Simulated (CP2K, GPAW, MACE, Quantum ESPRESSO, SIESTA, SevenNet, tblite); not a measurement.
# Running random packing of 40Si3N4-60SiO2 (mol %) (69 atoms) with CP2K, part 2 of 2

Wanted: CP2K inputs and outputs for random packing of 40Si3N4-60SiO2 (mol %) (69 atoms), checked against a plane-wave reference.

Program: CP2K 2026.2; the method stands at each step. Banners, paths, timers and routine set-up lines are dropped from the logs unmarked, and long logs keep their key lines alone; longer cuts are marked.

So far. Step 2 (PBE, DZVP-MOLOPT-SR, 600/50 Ry, diagonalisation): Forces lie 3.3 % from the reference's, at 0.38 times its CPU time. Step 3 (PBE, SZV-MOLOPT-SR, 600/50 Ry, diagonalisation): Against the first run (3.3 %), the force difference from the reference is 78 %, at 0.67 times the CPU time (on 2 against 4 cores), with 276 basis functions against 897: the smaller basis costs accuracy.

## (4) PBE, DZVP-MOLOPT-SR, 210/50 Ry, diagonalisation

Method: Kohn-Sham DFT, PBE, GTH-PBE pseudopotentials, Gaussian and plane waves, DZVP-MOLOPT-SR-GTH, diagonalisation.

Input file input.inp:

```
&GLOBAL
  PROJECT cell
  RUN_TYPE ENERGY_FORCE
  PRINT_LEVEL LOW
&END GLOBAL
&FORCE_EVAL
  METHOD QS
  STRESS_TENSOR ANALYTICAL
  &DFT
    BASIS_SET_FILE_NAME BASIS_MOLOPT
    POTENTIAL_FILE_NAME GTH_POTENTIALS
    &MGRID
      CUTOFF 210
      REL_CUTOFF 50
    &END MGRID
    &QS
      EPS_DEFAULT 1.0E-12
    &END QS
    &SCF
      SCF_GUESS ATOMIC
      EPS_SCF 5.0E-06
      MAX_SCF 200
      ADDED_MOS 14
      &DIAGONALIZATION
        ALGORITHM STANDARD
      &END DIAGONALIZATION
      &SMEAR ON
        METHOD FERMI_DIRAC
        ELECTRONIC_TEMPERATURE [K] 580
      &END SMEAR
      &MIXING
        METHOD BROYDEN_MIXING
        ALPHA 0.3
        NBROYDEN 12
      &END MIXING
      &PRINT
        &RESTART OFF
        &END RESTART
      &END PRINT
    &END SCF
    &XC
      &XC_FUNCTIONAL PBE
      &END XC_FUNCTIONAL
    &END XC
    &PRINT
      &MULLIKEN ON
      &END MULLIKEN
      &HIRSHFELD ON
        SHAPE_FUNCTION DENSITY
      &END HIRSHFELD
      &MO ON
        EIGENVALUES T
        OCCUPATION_NUMBERS T
        MO_INDEX_RANGE 157 180
        &EACH
          QS_SCF 0
        &END EACH
        ADD_LAST NUMERIC
      &END MO
    &END PRINT
  &END DFT
  &SUBSYS
    &CELL
      A 9.70030 0.00000 0.00000
      B 0.00000 9.70030 0.00000
      C 0.00000 0.00000 9.70030
    &END CELL
    &COORD
[... 69 atom lines left out: the same atoms as in the first run ...]
    &END COORD
    &KIND Si
      BASIS_SET DZVP-MOLOPT-SR-GTH-q4
      POTENTIAL GTH-PBE-q4
    &END KIND
    &KIND N
      BASIS_SET DZVP-MOLOPT-SR-GTH-q5
      POTENTIAL GTH-PBE-q5
    &END KIND
    &KIND O
      BASIS_SET DZVP-MOLOPT-SR-GTH-q6
      POTENTIAL GTH-PBE-q6
    &END KIND
  &END SUBSYS
  &PRINT
    &FORCES ON
    &END FORCES
    &STRESS_TENSOR ON
    &END STRESS_TENSOR
  &END PRINT
&END FORCE_EVAL
```

Command:

```bash
OMP_NUM_THREADS=2 cp2k.psmp -i input.inp > output.txt
```

Numbers of over 12 decimals in the logs are rounded to 6 here.

Log:

```text
CP2K| version string:                                       CP2K version 2026.2
 CP2K| Input file name                                                 input.inp
 GLOBAL| Basis set file name                                        BASIS_MOLOPT
 GLOBAL| Potential file name                                      GTH_POTENTIALS
[... lines left out ...]
 Number of electrons:                                                        336
[... lines left out ...]
  Step     Update method      Time    Convergence         Total energy    Change
[... lines left out ...]
  *** SCF run converged in    35 steps ***
[... lines left out ...]
  Fermi energy:                                                 0.162100
  Total energy:                                              -630.377299
  Total energy (extrapolated to T->0):                       -630.370827
[... lines left out ...]
 MO| E(Fermi):            0.162100 a.u.          4.410967 eV
[... lines left out ...]
 ENERGY| Total FORCE_EVAL ( QS ) energy [hartree]           -630.377320
[... lines left out ...]
 FORCES|      1  4.35295932E-02 -6.26791037E-02 -6.83440745E-02   1.02442218E-01
 FORCES|      2  1.95746961E-02 -5.02756293E-02  1.73605908E-02   5.66762538E-02
 FORCES|      3  2.55582618E-02  2.10492474E-02 -5.93289222E-03   3.36376987E-02
[...]
FORCES|     68 -1.78759527E-02 -3.44823154E-02 -2.65219370E-02   4.70318286E-02
 FORCES|     69 -2.28019713E-02 -2.98411779E-02  5.59882319E-02   6.74174154E-02
 FORCES| Sum    -1.45257690E-02 -3.00354514E-03  4.67044111E-03
 FORCES| Total atomic force                                       1.55509572E-02
 STRESS| Analytical stress tensor [bar]
 STRESS|                        x                   y                   z
 STRESS|      x       -1.71965558948E+05  -1.51404654121E+04  -4.26768066513E+03
 STRESS|      y       -1.51404654121E+04  -2.20770011987E+05   3.07029530815E+04
 STRESS|      z       -4.26768066513E+03   3.07029530815E+04  -1.68045117978E+05
 STRESS| 1/3 Trace                                            -1.86926896304E+05
```

It took 2.8 min on 2 threads of Intel Xeon Platinum 8375C at 2.90GHz (Ice Lake), shared host; peak memory 0.86 GiB; 5.4 min of CPU time.

Numbers from this run, and their distance from the reference:

```yaml
r_m_s_force_component: 1.56 eV/Å
r_m_s_difference_of_force_components: 75.3 meV/Å
longest_difference_of_force_vectors: 322.6 meV/Å
force_difference_over_r_m_s_force: 4.804 %
slope_of_forces_against_the_reference_s: 0.9939
correlation_of_force_components: 0.9989
pressure: -18.69 GPa
pressure_difference: 0.864 GPa
energy_less_the_same_level_run_s: -3.351 meV/atom
r_m_s_force_difference_from_the_same_level_run: 68.08 meV/Å
```

This is a coarse setting, run to see what it loses.

Against the first run (3.3 %), the force difference from the reference is 4.8 %, at 0.70 times the CPU time (on 2 against 4 cores): the grid matters here.

The forces add up to 0.80 eV/Å instead of zero, usually a sign of too coarse a grid.

## (5) Side by side

Differences are against the plane-wave reference, forces as r.m.s. over components; share is that over the reference's r.m.s. force, slope the least-squares factor from reference forces to these. Total energies of different programs have different zeros and aren't compared.

```tsv
run	Δ force, r.m.s. (meV/Å)	share (%)	slope	Δ pressure (GPa)	cores	CPU time	memory (GiB)
reference	-	-	-	-	4	20 min	3.0
CP2K PBE, DZVP-MOLOPT-SR, 600/50 Ry, diagonalisation	51.7	3.30	0.995	0.708	4	7.8 min	3.5
CP2K PBE, SZV-MOLOPT-SR, 600/50 Ry, diagonalisation (coarse)	1223	78.1	0.674	22.9	2	5.2 min	2.5
CP2K PBE, DZVP-MOLOPT-SR, 210/50 Ry, diagonalisation (coarse)	75.3	4.80	0.994	0.864	2	5.4 min	0.86
```

Rows marked coarse were listed beforehand as settings not expected to be converged; some can still land near the reference.

CPU time is summed over cores on a shared host, where runs went side by side, so it is rough. Symmetry, cutoffs, thresholds, outputs and thread counts weren't matched or tuned between programs; memory under MPI is the largest rank's times the ranks.

Within one program, basis, potentials and functional, energies share a zero. Each run against its twin at the usual cutoff or grid and solver:

```tsv
run	twin	Δ energy (meV/atom)	Δ force, r.m.s. (meV/Å)	CPU time over the twin's
CP2K PBE, DZVP-MOLOPT-SR, 210/50 Ry, diagonalisation	DZVP-MOLOPT-SR, 600/50 Ry, diagonalisation	-3.35	68.1	0.70 (this twin ran on 4 cores)
```

A second geometry, displaced anew (every atom was moved at random, 0.08 Å r.m.s. a Cartesian component), gives an energy difference that all programs can be tested on. The reference puts it at 11.35 meV/atom.

```tsv
run	energy less the first geometry's (meV/atom)	error (meV/atom)	force share at the second geometry (%)
CP2K PBE, DZVP-MOLOPT-SR, 600/50 Ry, diagonalisation	10.51	-0.844	3.08
CP2K PBE, SZV-MOLOPT-SR, 600/50 Ry, diagonalisation	68.55	57.2	67.0
CP2K PBE, DZVP-MOLOPT-SR, 210/50 Ry, diagonalisation	10.18	-1.17	4.53
```

## (6) Summary of results

* nearest in forces: CP2K PBE, DZVP-MOLOPT-SR, 600/50 Ry, diagonalisation, 3.3 %
* its CPU time: 7.8 min

What this shows: The PBE run in local orbitals, coarse settings apart, differs by 3.3 % (CP2K PBE, DZVP-MOLOPT-SR, 600/50 Ry, diagonalisation); basis, grid and potentials can all enter. Runs with settings chosen to be coarse differ by 4.8 % (CP2K PBE, DZVP-MOLOPT-SR, 210/50 Ry, diagonalisation) to 78 % (CP2K PBE, SZV-MOLOPT-SR, 600/50 Ry, diagonalisation), their programs' other errors included. Of the electronic-structure runs that take under half the reference's CPU time, CP2K PBE, DZVP-MOLOPT-SR, 600/50 Ry, diagonalisation comes nearest, at 3.3 % in 7.8 min against 20 min. In pressure, CP2K PBE, SZV-MOLOPT-SR, 600/50 Ry, diagonalisation misses by +22.9 GPa, at the same functional. The energy difference between the two geometries, 11.3 meV/atom in the reference, is met best by CP2K PBE, DZVP-MOLOPT-SR, 600/50 Ry, diagonalisation (-0.844) and worst by CP2K PBE, SZV-MOLOPT-SR, 600/50 Ry, diagonalisation (coarse) (+57.2). The reference's pressure holds the uncorrected Pulay stress of its 60 Ry basis, so small pressure differences, and their order, may be the reference's own error. The reference's stress is far from hydrostatic: its diagonal is -18.1, -22.9, -17.6 GPa, compression counted positive. The reference's pressure of -20 GPa says that the cell would shrink at this level of theory. The electronic-structure runs sample only Γ, in a cell whose shortest periodic width is 10 Å, which is coarse for a cell with partly filled levels.

[Also dropped from logs without a mark: logging warnings of Python, and SIESTA's first energy breakdown and zero terms.]

[Logs are printed without paths, hosts, clocks, repeated set-up lines and the standing remarks that a program may print on its own settings, such as how far it seeks lower states.]

[Hosts, paths, dates, database ids (printed as entryN), source tags and the programs' standing remarks are cut or masked in the printed files.]
